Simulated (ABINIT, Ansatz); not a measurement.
# TlIO3 (R3m): one start, several treatments of the self-energy, part 2 of 2

Aim: compare treatments of exchange, screening and correlation for the gap of TlIO3 (R3m).

ABINIT 10.8.3; PBEsol and many-body steps on it, plane waves. Known limits of the many-body steps: not at the basis limit; no spin-orbit coupling; coarse k mesh.

So far. Step 5 (G0W0, Hybertsen-Louie plasmon pole): Against G0W0 in ABINIT (2×2×2 mesh, 88 bands, screening to 114.3 eV, Godby-Needs plasmon pole), the gap moves by +0.183 eV. Step 6 (G0W0, Engel-Farid plasmon pole): Against G0W0 in ABINIT (2×2×2 mesh, 88 bands, screening to 114.3 eV, Godby-Needs plasmon pole), the gap moves by +0.036 eV.

### 7. One-shot Hartree-Fock

This step: one-shot Hartree-Fock on PBEsol, plane waves, norm-conserving pseudopotentials.

Contents of run.abi:

```
acell 3*1.0 Angstrom
rprim 
  3.150792580489 1.819110944506 2.655433585300
  -3.150792580489 1.819110944506 2.655433585300
  0.000000000000 -3.638221889012 2.655433585300
ntypat 3
znucl 81 53 8
natom 5
typat 1 2 3 3 3
xred 
  0.008750850000 0.008750850000 0.008750850000
  0.501867330000 0.501867330000 0.501867330000
  0.903287650000 0.461897090000 0.461897090000
  0.461897090000 0.903287650000 0.461897090000
  0.461897090000 0.461897090000 0.903287650000
pp_dirpath "pseudos"
pseudos "Tl.upf, I.upf, O.upf"
ecut 42
ngkpt 2 2 2
nshiftk 1
shiftk 0 0 0
kptopt 1
chksymbreak 0
istwfk *1
occopt 1
irdwfk 1
optdriver 4
nband 32
gwcalctyp 5
ecutsigx 42
symsigma 1
nkptgw 2
kptgw 
  0.5000000000 0.5000000000 0.5000000000
  0.0000000000 0.0000000000 0.0000000000
bdgw 
  27 30
  27 31
ixc_sigma 40
fftgw 31
indata_prefix "in"
outdata_prefix "out"
tmpdata_prefix "tmp"
```

On the command line:

```bash
> OMP_NUM_THREADS=1 mpirun -n 4 abinit run.abi > log
```

Numbers of over 12 decimals in the logs are rounded to 6 here.

The program printed:

```text
.Version 10.8.3 of ABINIT. v10.8.2 released Aug 2026.

 Symmetries : space group R3 m (#160); Bravais hR (rhombohedral)
[... echo of the input left out ...]
== DATASET  1 ==================================================================
-   mpi_nproc: 4, omp_nthreads: 1 (-1 if OMP is not activated)

--- !DatasetInfo
iteration_state: {dtset: 1, }
dimensions: {natom: 5, nkpt: 4, mband: 32, nsppol: 1, nspinor: 1, nspden: 1, mpw: 8025, }
cutoff_energies: {ecut:  42.0, pawecutdg:  -1.0, }
[...]
Band     E0 <VxcDFT>   SigX SigC(E0)      Z dSigC/dE  Sig(E)    E-E0       E
[...]
30  10.035 -15.645 -10.508   0.000   1.000   0.000 -10.508   5.137  15.172
       31  10.035 -15.645 -10.508   0.000   1.000   0.000 -10.508   5.137  15.172

== END DATASET(S) ==============================================================
================================================================================

 -outvars: echo values of variables after computation  --------
           etotal      0.0000000000E+00
            nband          32
             nkpt           4
          spgroup         160
 [... the other variables as echoed above ...]

 Calculation completed.
```

It took 3.9 s on 4 MPI ranks of Arm Neoverse V1, shared host; peak memory 0.36 GiB; 15 s of CPU time.

This step gave:

| Property | Result |
| --- | --- |
| quasiparticle gap on the points computed | 10.36 eV |
| starting gap on the mesh | 2.690 eV |
| k of the valence top | 0.5, 0.5, 0.5 |
| k of the conduction bottom | 0.5, 0.5, 0.5 |
| least direct quasiparticle gap on the computed points | 10.36 eV |

Against G0W0 in ABINIT (2×2×2 mesh, 88 bands, screening to 114.3 eV, Godby-Needs plasmon pole), the gap moves by +6.163 eV.

### 8. Screening, 2×2×2 mesh, 88 bands, screening to 114.3 eV

This step: RPA screening on PBEsol, plane waves, norm-conserving pseudopotentials.

Changes to run.abi since step 7:

```diff
@@ -26,16 +26,14 @@
 irdwfk 1
-optdriver 4
-nband 32
-gwcalctyp 5
-ecutsigx 42
-symsigma 1
-nkptgw 2
-kptgw 
-  0.5000000000 0.5000000000 0.5000000000
-  0.0000000000 0.0000000000 0.0000000000
-bdgw 
-  27 30
-  27 31
-ixc_sigma 40
-fftgw 31
+optdriver 3
+nband 88
+ecuteps 4.2
+inclvkb 2
+awtr 1
+symchi 1
+gwcalctyp 2
+nfreqre 16
+freqremax 40 eV
+nfreqim 8
+spmeth 1
+nomegasf 120
 indata_prefix "in"
```

The program printed:

```text
.Version 10.8.3 of ABINIT. v10.8.2 released Aug 2026.

 Symmetries : space group R3 m (#160); Bravais hR (rhombohedral)
[... echo of the input left out ...]
== DATASET  1 ==================================================================
-   mpi_nproc: 4, omp_nthreads: 1 (-1 if OMP is not activated)

--- !DatasetInfo
iteration_state: {dtset: 1, }
dimensions: {natom: 5, nkpt: 4, mband: 88, nsppol: 1, nspinor: 1, nspden: 1, mpw: 8025, }
cutoff_energies: {ecut:  42.0, pawecutdg:  -1.0, }
electrons: {nelect:   5.60000000E+01, charge:   0.00000000E+00, occopt:   1.00000000E+00, tsmear:   1.00000000E-02, }

 SCREENING: Calculation of the susceptibility and dielectric matrices

 Based on a program developped by R.W. Godby, V. Olevano, G. Onida, and L. Reining.
 Incorporated in ABINIT by V. Olevano, G.-M. Rignanese, and M. Torrent.
.Using double precision arithmetic ; gwpc =  8

[... cell and pseudopotentials left out ...]
--------------------------------------------------------------------------------

 ==== K-mesh for the wavefunctions ====
 Number of points in the irreducible wedge :     4
[... list of points left out ...]
 Together with  6 symmetry operations and time-reversal symmetry
 yields     8 points in the full Brillouin Zone.

 ==== Q-mesh for the screening function ====
 Number of points in the irreducible wedge :     4
[... list of points left out ...]
 Together with  6 symmetry operations and time-reversal symmetry
 yields     8 points in the full Brillouin Zone.

 setmesh: FFT mesh size selected  =    36x   36x   36
          total number of points  =        46656

 vcoul_init : cutoff-mode = AUXILIARY_FUNCTION
 q-points for optical limit:   1
     1)      0.000010    0.000020    0.000030

- screening: taking advantage of time-reversal symmetry
- Maximum band index for partially occupied states nbvw = 28
- Remaining bands to be divided among processors   nbcw = 60
- Number of bands treated by each node ~15

 Number of electrons calculated from density =   56.0000; Expected =   56.0000
 average of density, n =  0.090871
 r_s =    1.3798
 omega_plasma =   29.0783 [eV]

 calculating chi0 at frequencies [eV] :
  1    0.000000E+00    0.000000E+00
  2    2.666667E+00    0.000000E+00
  3    5.333333E+00    0.000000E+00
[...]
23    0.000000E+00    7.405728E+01
 24    0.000000E+00    1.042734E+02

--------------------------------------------------------------------------------
  q-point number  1        q = ( 0.000000, 0.000000, 0.000000) [r.l.u.]
--------------------------------------------------------------------------------
[... chi0 elements left out ...]
  [... further frequencies ...]

 No. of calculated frequencies >  15, stop printing
 For q-point:  0.000010 0.000020 0.000030
  dielectric constant =   5.2526
  dielectric constant without local fields =   6.2914

  Average fulfillment of the sum rule on Im[epsilon] for q-point    1 :     43.01  [%]
[... wings left out ...]
  q-point number  2        q = ( 0.500000, 0.000000, 0.000000) [r.l.u.]
--------------------------------------------------------------------------------
[... chi0 elements left out ...]
  [... further frequencies ...]

 No. of calculated frequencies >  15, stop printing
  Average fulfillment of the sum rule on Im[epsilon] for q-point    2 :     52.31  [%]

 [... 2 further q-points ...]
```

Run time: 21 s. Hardware: 4 MPI ranks; peak memory 1.5 GiB; 86 s of CPU time.

Numbers from this step:

```
ε∞ with local fields, on this mesh, along the program's q direction : 5.253
the same without local fields                                       : 6.291
plasma frequency                                                    : 29.08 eV
plane waves in the screening matrix                                 : 251
```

### 9. G0W0, contour deformation

This step: G0W0 on PBEsol, plane waves, norm-conserving pseudopotentials.

Changes to run.abi since step 8:

```diff
@@ -26,14 +26,16 @@
 irdwfk 1
-optdriver 3
+optdriver 4
 nband 88
+gwcalctyp 2
+ecutsigx 42
+symsigma 1
+nkptgw 2
+kptgw 
+  0.5000000000 0.5000000000 0.5000000000
+  0.0000000000 0.0000000000 0.0000000000
+bdgw 
+  27 30
+  27 31
 ecuteps 4.2
-inclvkb 2
-awtr 1
-symchi 1
-gwcalctyp 2
-nfreqre 16
-freqremax 40 eV
-nfreqim 8
-spmeth 1
-nomegasf 120
+irdscr 1
 indata_prefix "in"
```

The program printed:

```text
.Version 10.8.3 of ABINIT. v10.8.2 released Aug 2026.

 Symmetries : space group R3 m (#160); Bravais hR (rhombohedral)
[... echo of the input left out ...]
== DATASET  1 ==================================================================
-   mpi_nproc: 4, omp_nthreads: 1 (-1 if OMP is not activated)

--- !DatasetInfo
iteration_state: {dtset: 1, }
dimensions: {natom: 5, nkpt: 4, mband: 88, nsppol: 1, nspinor: 1, nspden: 1, mpw: 8025, }
cutoff_energies: {ecut:  42.0, pawecutdg:  -1.0, }
[...]
Band     E0 <VxcDFT>   SigX SigC(E0)      Z dSigC/dE  Sig(E)    E-E0       E
[...]
31  10.035 -15.645 -10.508  -3.072   0.750  -0.333 -14.096   1.549  11.584
       31   0.000   0.000   0.000  -0.031   0.000   0.000  -0.023  -0.023  -0.023

== END DATASET(S) ==============================================================
================================================================================

 -outvars: echo values of variables after computation  --------
           etotal      0.0000000000E+00
            nband          88
             nkpt           4
          spgroup         160
 [... the other variables as echoed above ...]

 Calculation completed.
```

Wall time 5.6 s (4 MPI ranks); peak memory 0.32 GiB; 22 s of CPU time.

Numbers from this step:

* G0W0 gap on the points computed: 4.131 eV
* starting gap on the mesh: 2.690 eV
* k of the valence top: 0.5, 0.5, 0.5
* k of the conduction bottom: 0.5, 0.5, 0.5
* least direct G0W0 gap on the computed points: 4.131 eV

Against G0W0 in ABINIT (2×2×2 mesh, 88 bands, screening to 114.3 eV, Godby-Needs plasmon pole), the gap moves by −0.064 eV.

### 10. The runs together

Times are wall times on 4 MPI ranks of Arm Neoverse V1, shared host, good to a factor of about two. A run's time includes the screening step that it read.

```csv
run,mesh,bands,screening cutoff (eV),DFT gap (eV),gap on the mesh (eV),direct (eV),ε∞ used,time
"G0W0, Godby-Needs plasmon pole",2×2×2,88,114.3,2.690,4.195,4.195,5.17,24 s
"G0W0, Hybertsen-Louie plasmon pole",2×2×2,88,114.3,2.690,4.378,4.378,5.17,24 s
"G0W0, Engel-Farid plasmon pole",2×2×2,88,114.3,2.690,4.231,4.231,5.17,23 s
one-shot Hartree-Fock,2×2×2,-,-,2.690,10.358,10.358,-,3.9 s
"G0W0, contour deformation",2×2×2,88,114.3,2.690,4.131,4.131,5.25,27 s
```

### 11. Summary of results

```yaml
g0w0_godby_needs_plasmon_pole: 4.195 eV
g0w0_hybertsen_louie_plasmon_pole: 4.378 eV
g0w0_engel_farid_plasmon_pole: 4.231 eV
one_shot_hartree_fock: 10.358 eV
g0w0_contour_deformation: 4.131 eV
known_limits: not at the basis limit; no spin-orbit coupling; coarse k mesh
```

In words: G0W0, Hybertsen-Louie plasmon pole: +0.183 eV against G0W0, Godby-Needs plasmon pole. G0W0, Engel-Farid plasmon pole: +0.036 eV against G0W0, Godby-Needs plasmon pole. One-shot Hartree-Fock: +6.163 eV against G0W0, Godby-Needs plasmon pole. G0W0, contour deformation: −0.064 eV against G0W0, Godby-Needs plasmon pole. Bare exchange alone opens the gap to 10.36 eV; against G0W0, correlation takes back 6.16 eV. Bands and cutoff are finite, so the gap is not at the basis limit. The miss can reach some tenths of an eV and take either sign; the mesh is an error of its own. In the first G0W0 run levels were corrected at 2 k points alone, so a gap called «on the mesh» is the least over those, and an edge elsewhere would be missed. The 2×2×2 mesh is coarse for this cell, which bears on the long-range parts of exchange and screening. Where an edge is built on 6p states of lead, bismuth or thallium, scalar-relativistic gaps usually stand too wide, by a few tenths to over one eV. The many-body steps are scalar-relativistic: spin-orbit coupling is not in them.

[Paths, hosts, dates, memory and timing lines, banners, echoed tables and standing remarks are left out of the program output.]

[Logs are printed without paths, hosts, clocks, repeated set-up lines and the standing remarks that a program may print on its own settings, such as how far it seeks lower states.]

[Runs of the session that timed out or met a known fault of the program may be left out.]

[No measured gap is set beside runs whose start may be inverted or whose files or cutoffs have a known fault.]

[Hosts, paths, dates, database ids (printed as entryN), source tags and the programs' standing remarks are cut or masked in the printed files.]

[G0W0 gaps are taken among the corrected bands and points alone; a level outside them can change the order at an edge.]

[Where Ansatz stands beside ABINIT at settings called matched, ABINIT's density can come from a denser mesh and the files from another edition; pairs whose starting gaps differed by over 0.03 eV were left out, so agreement reads better than it is.]
